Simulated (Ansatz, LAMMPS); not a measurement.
## Finding the fault: liquid 1,3,5-triphenylbenzene at 473 K (126 atoms)

Program: Ansatz 0.2.0. The cell: 72 C and 54 H.

Contents of input.yaml:

```yaml
crystal:
  lattice:
    - [11.40104, 0.0, 0.0]
    - [0.0, 11.40104, 0.0]
    - [0.0, 0.0, 11.40104]
  atoms:
    - { symbol: C, position: [0.77364, 0.83033, 0.95117] }
    - { symbol: C, position: [0.68762, 0.82182, 0.03751] }
    - { symbol: C, position: [0.60509, 0.73307, 0.02872] }
    - { symbol: C, position: [0.61036, 0.65454, 0.92827] }
    - { symbol: C, position: [0.70482, 0.65887, 0.85838] }
    - { symbol: C, position: [0.78753, 0.75005, 0.8618] }
    - { symbol: C, position: [0.88064, 0.76256, 0.77953] }
    - { symbol: C, position: [0.96237, 0.67359, 0.76671] }
    - { symbol: C, position: [0.0787, 0.69384, 0.71285] }
    - { symbol: C, position: [0.17364, 0.61038, 0.72014] }
    - { symbol: C, position: [0.23165, 0.56916, 0.61647] }
    - { symbol: C, position: [0.3021, 0.4667, 0.63338] }
    - { symbol: C, position: [0.3406, 0.43054, 0.74548] }
    - { symbol: C, position: [0.29006, 0.48555, 0.84229] }
    - { symbol: C, position: [0.20459, 0.56776, 0.8334] }
    - { symbol: C, position: [0.09012, 0.79966, 0.66113] }
    - { symbol: C, position: [0.99766, 0.88694, 0.65456] }
    - { symbol: C, position: [0.0141, 0.97828, 0.56439] }
    [... 102 atom lines left out ...]
    - { symbol: H, position: [0.80181, 0.7305, 0.46211] }
    - { symbol: H, position: [0.81764, 0.92008, 0.37794] }
    - { symbol: H, position: [0.65955, 0.03531, 0.31101] }
    - { symbol: H, position: [0.45335, 0.95214, 0.31599] }
    - { symbol: H, position: [0.43855, 0.75165, 0.36417] }
    - { symbol: H, position: [0.66607, 0.57879, 0.58748] }
kpoints:
  mp_grid: { grid: [1, 1, 1] }
hamiltonian:
  xc: r2scan
  dispersion: d4
scf:
  occupations: { method: gaussian, width: 2.0 }
  max_iter: 60
output:
  forces: true
```

Launch:

```console
ansatz run input.yaml --threads 4 --pin off --max-ram 8192MiB --backend cpu --events-out ev --progress --plain --runs-dir out
```

The program printed:

```text
band count auto-derived: 384, from the close of a first SCF at 297 (N_el = 342.0; filled up to band 171; 297 by the electrons, moments and atoms)
Engine: ansatz 0.2.0, x86_64-unknown-linux-gnu
Pseudopotentials: kind: paw
Pseudopotential: C, paw, valence charge 4, recommended cutoff 500 eV (meta_gga), C.paw.azcp
Pseudopotential: H, paw, valence charge 1, recommended cutoff 500 eV (meta_gga), H.paw.azcp
[... 6 lines on functional and potentials left out ...]
Crystal: 126 atoms, lattice volume = 1481.950 Å³
Basis set: ecut = 500 eV, 37561 PW (Γ), exchange–correlation on 360×360×360 points (64 copies of the dense FFT grid, shifted against one another)
Bands: 297, of which v1, the nominal top of the filled ones, is band 171 counted from 1 (170 counted from 0)
Symmetry: 1 space group operations
Space group: P1 (ITA 1), of the structure as read, at distance tolerance 1.1e-4 Å
k-points: 1
[... 6 lines on functional and potentials left out ...]
Initial density: superposition of atomic densities (neutral atoms: chi_scale 0, normalization atom), corrected by the library's trained network
Initial wavefunctions: pseudopotential atomic-orbital guess
Functional: x = r2scan, c = r2scan; τ floored in thin density (d = 2e-4 eV/Å³)
SCF iter   1: F=—  HF=-18979.299198 eV  |F-HF|=—  |Δ(HF+E_count)|=         —  Δρ=5.86e-3  dr2=2.75e-1  dr2_τ=1.54e1  ethr=1.77e-3  ⟨swp⟩=9.0  Hψ=1517  notcnv=0
preconditioner: auto → LDOS  [insulator: Δε(μ)=3.525 eV  Ē_g=15.456 eV  σ=2.000 eV  W_gap=0.79  n_scr=250 (ndim 8)  ℏωp=17.8 eV  f_vac=0.255  D(μ)=5.55/eV (n_scr^D=18)  ε∞_Penn≈2.3  β→1.0]
SCF iter   2: F=—  HF=-18978.753207 eV  |F-HF|=—  |Δ(HF+E_count)|=   5.46e-1  Δρ=2.04e-3  dr2=8.56e-2  dr2_τ=7.97e-3  ethr=8.04e-5  ⟨swp⟩=3.0  Hψ=676  notcnv=0
SCF iter   3: F=—  HF=-18978.733269 eV  |F-HF|=—  |Δ(HF+E_count)|=   1.99e-2  Δρ=7.30e-4  dr2=8.93e-3  dr2_τ=9.07e-4  ethr=2.50e-5  ⟨swp⟩=2.0  Hψ=441  notcnv=0
SCF iter   4: F=—  HF=-18978.731669 eV  |F-HF|=—  |Δ(HF+E_count)|=   1.60e-3  Δρ=1.43e-4  dr2=3.81e-4  dr2_τ=4.00e-5  ethr=2.61e-6  ⟨swp⟩=2.0  Hψ=440  notcnv=0
SCF iter   5: F=—  HF=-18978.731604 eV  |F-HF|=—  |Δ(HF+E_count)|=   6.58e-5  Δρ=3.45e-5  dr2=1.73e-5  dr2_τ=3.28e-6  ethr=1.11e-7  ⟨swp⟩=2.0  Hψ=490  notcnv=0
SCF iter   6: F=—  HF=-18978.733708 eV  |F-HF|=—  |Δ(HF+E_count)|=   2.10e-3  Δρ=9.26e-6  dr2=9.07e-7  dr2_τ=2.04e-7  ethr=5.05e-9  ⟨swp⟩=2.0  Hψ=467  notcnv=0
SCF iter   7: F=-18978.733709 eV  HF=-18978.733709 eV  |F-HF|=2.42e-8  |Δ(HF+E_count)|=   6.74e-7  Δρ=2.51e-6  dr2=8.09e-8  dr2_τ=1.56e-8  ethr=2.92e-11  ⟨swp⟩=15.0  Hψ=1861  notcnv=0
SCF 1, on 297 bands, converged in 7 iterations: F = -18978.733709 eV; the run's SCF on all bands comes behind
  greatest PAW one-centre occupation: 0.716 electrons in one spin orbital (limit 2), on the C atom at site 20 (counted from 0), in its partial waves of l = 0
The result of the SCF on 297 bands, without a stress, told ahead of the SCF on all bands, whose result is the run's:
SCF converged after 7 iterations
Free energy (F): -18978.733709 eV
Harris-Foulkes:  -18978.733709 eV  (|F-HF|=2.42e-8)
Internal energy: -18967.905206 eV  (E = F + TS)
E sigma→0 (E₀):  -18973.319457 eV
Entropy (-TS):   -10.828503 eV (-85.940 meV/atom)
Fermi energy:    1.259750 eV
--- Per-component energies (eV) ---
  E_band       = -2641.127253
  E_kinetic    = 7289.089248
  E_local      = -23069.120585  (includes V_loc(G=0)·N_el)
  E_nonlocal   = 2051.767295
  E_hartree    = 8350.230478
  E_xc         = -3877.998293
  E_vxc        = -5394.772187  (∫ρ·V_xc dr)
  E_paw        = -7297.862797  (= ΣΔE_a)
  E_vpaw       = -530.836518  (= ΣTr[D̂ρ^β])
  E_aug_tail   = -0.026549  (compensation charges beyond the density's cutoff)
  E_vtau       = 312.315998  (kinetic-family band-sum trace: ∫τ·v_τ [+ j·A + Jᵃ·Aᵃ] dr)
  E_ewald      = -2408.554128
  E_disp       = -3.646165  (pairwise vdW)
  E_core_change = -1.783709  (= ΣΔE_core)
  E_smearing   = -10.828503  (= −TS)
  E_closure    = -0.000000  (closes the sum)
  Σ components = -18978.733709   (vs F -18978.733709, Δ=0.00e0)
--- Forces (eV/Å), atoms counted from 1 ---
  atom   1  C      0.30818702     1.88347875     0.69905589
  atom   2  C     -1.39365353     0.14518969     0.34131186
  atom   3  C     -0.78536757    -1.46574801    -1.86743904
  atom   4  C     -1.29495894     1.26669588     3.93106700
  atom   5  C     -0.03538830    -0.81285377    -1.64555579
  atom   6  C     -1.34165401    -0.89625319     0.64725164
  atom   7  C      1.15469660    -0.29729217    -0.24537997
  atom   8  C      2.39424430    -1.02223259    -0.01999381
  atom   9  C     -3.21437924    -0.31654296     1.52048763
  atom  10  C      0.17070352    -0.36504740     0.10328238
  atom  11  C     -0.48516434    -1.53100664     1.64264030
  atom  12  C      0.85826478     1.19751113    -0.38029356
  atom  13  C     -2.46104057     2.07314318    -1.58958484
  atom  14  C      1.11564449    -1.16261103    -1.35441072
[...]
max |Σ_I F_I| component: 7.10e-5 eV/Å
--- Band table (eV) ---
  k-point 0: bands = ["-18.3217", "-18.2358", "-18.1492", "-17.8512", [... 281 levels ...], "10.9292", "10.9713", "10.9931", "11.0561", "11.1144", "11.1824", "11.2101", "11.2568", "11.2922", "11.3181", "11.3374", "11.3865"]
Bands: 384, of which v1, the nominal top of the filled ones, is band 171 counted from 1 (170 counted from 0)
Initial density: handed on by an earlier stage of this run
iter 1 solved again at ethr=2.22e-7 eV; its pass at ethr=3.10e-3 eV (dr2=7.60e-4 eV) is discarded
SCF iter   1: F=—  HF=-18978.731601 eV  |F-HF|=—  |Δ(HF+E_count)|=         —  Δρ=2.60e-6  dr2=8.62e-8  dr2_τ=1.62e-8  ethr=2.22e-7  ⟨swp⟩=7.0  Hψ=3474  notcnv=0
eigensolver tolerance schedule: the retry pair's looser diagonalisation over-reported the residual by 8811.87 of it (diagonalisation noise at 1.71 of the residual, at the tolerance the schedule requests for it); recorded, not acted on — ethr = c·dr2/N_el stays at c = 1.0e-1
preconditioner: auto → LDOS  [insulator: Δε(μ)=3.547 eV  Ē_g=17.801 eV  σ=2.000 eV  W_gap=0.79  n_scr=250 (ndim 8)  ℏωp=17.8 eV  f_vac=0.261  D(μ)=5.41/eV (n_scr^D=18)  ε∞_Penn≈2.0  β→1.0]
SCF iter   2: F=—  HF=-18978.733709 eV  |F-HF|=—  |Δ(HF+E_count)|=   2.11e-3  Δρ=1.74e-6  dr2=5.72e-8  dr2_τ=4.49e-9  ethr=2.52e-11  ⟨swp⟩=8.0  Hψ=1484  notcnv=0
SCF iter   3: F=-18978.733709 eV  HF=-18978.733709 eV  |F-HF|=1.21e-9  |Δ(HF+E_count)|=   1.66e-8  Δρ=4.41e-7  dr2=1.57e-9  dr2_τ=2.10e-10  ethr=1.67e-11  ⟨swp⟩=2.0  Hψ=1066  notcnv=0
SCF 2 converged in 3 iterations: F = -18978.733709 eV  dr2 = 1.57e-9
SCF converged after 10 iterations (7 of them on 297 bands)
Free energy (F): -18978.733709 eV
Harris-Foulkes:  -18978.733709 eV  (|F-HF|=1.21e-9)
Internal energy: -18967.905225 eV  (E = F + TS)
E sigma→0 (E₀):  -18973.319467 eV
Entropy (-TS):   -10.828483 eV (-85.940 meV/atom)
Fermi energy:    1.259756 eV
--- Per-component energies (eV) ---
  E_band       = -2641.127505
  E_kinetic    = 7289.088790
  E_local      = -23069.116922  (includes V_loc(G=0)·N_el)
  E_nonlocal   = 2051.767159
  E_hartree    = 8350.227278
  E_xc         = -3877.998192
  E_vxc        = -5394.771995  (∫ρ·V_xc dr)
  E_paw        = -7297.862789  (= ΣΔE_a)
  E_vpaw       = -530.836657  (= ΣTr[D̂ρ^β])
  E_aug_tail   = -0.026549  (compensation charges beyond the density's cutoff)
  E_vtau       = 312.315987  (kinetic-family band-sum trace: ∫τ·v_τ [+ j·A + Jᵃ·Aᵃ] dr)
  E_ewald      = -2408.554128
  E_disp       = -3.646165  (pairwise vdW)
  E_core_change = -1.783709  (= ΣΔE_core)
  E_smearing   = -10.828483  (= −TS)
  E_closure    = 0.000000  (closes the sum)
  Σ components = -18978.733709   (vs F -18978.733709, Δ=0.00e0)
--- Forces (eV/Å), atoms counted from 1 ---
[...]
atom  12  C      0.85828043     1.19747408    -0.38033619
  atom  13  C     -2.46101767     2.07311550    -1.58960309
  atom  14  C      1.11565872    -1.16262602    -1.35434867
[...]
atom 125  H     -0.97249403    -1.26529303     0.05105443
  atom 126  H     -0.09856556    -0.64335960    -1.16716289
  max |Σ_I F_I| component: 4.00e-5 eV/Å
--- Band table (eV) ---
  k-point 0: bands = ["-18.3217", "-18.2358", "-18.1492", "-17.8512", [... 368 levels ...], "14.6152", "14.6351", "14.6932", "14.7490", "14.7834", "14.7981", "14.8453", "14.8961", "14.9318", "14.9919", "15.0417", "15.0619"]
```

It took 26 s on 4 threads of AMD EPYC 9R45, shared host; peak memory 4.2 GiB.

Reading the cycles: dr2 is the Hartree energy of the density residual (eV), the measure of convergence; HF is the Harris–Foulkes estimate of the energy, which meets the free energy F at convergence.

Against a sound run (Kohn-Sham DFT, r2SCAN+D4, PAW (set soft_2), plane waves):

* r.m.s. difference of force components: 140.4 meV/Å
* longest difference of force vectors: 660.6 meV/Å
* force difference over r.m.s. force: 11.14 %

**Question.** What is wrong with this input, and how is it mended?

A smearing of electronvolts: scf.occupations.method = "gaussian" and scf.occupations.width = 2.0.

The fix is to set scf.occupations.method back to "fixed" and take out scf.occupations.width.

The run converged all the same, so the exit status doesn't show the fault.

[Logs are printed without paths, hosts, clocks, repeated set-up lines and the standing remarks that a program may print on its own settings, such as how far it seeks lower states.]

[Hosts, paths, dates, database ids (printed as entryN), source tags and the programs' standing remarks are cut or masked in the printed files.]
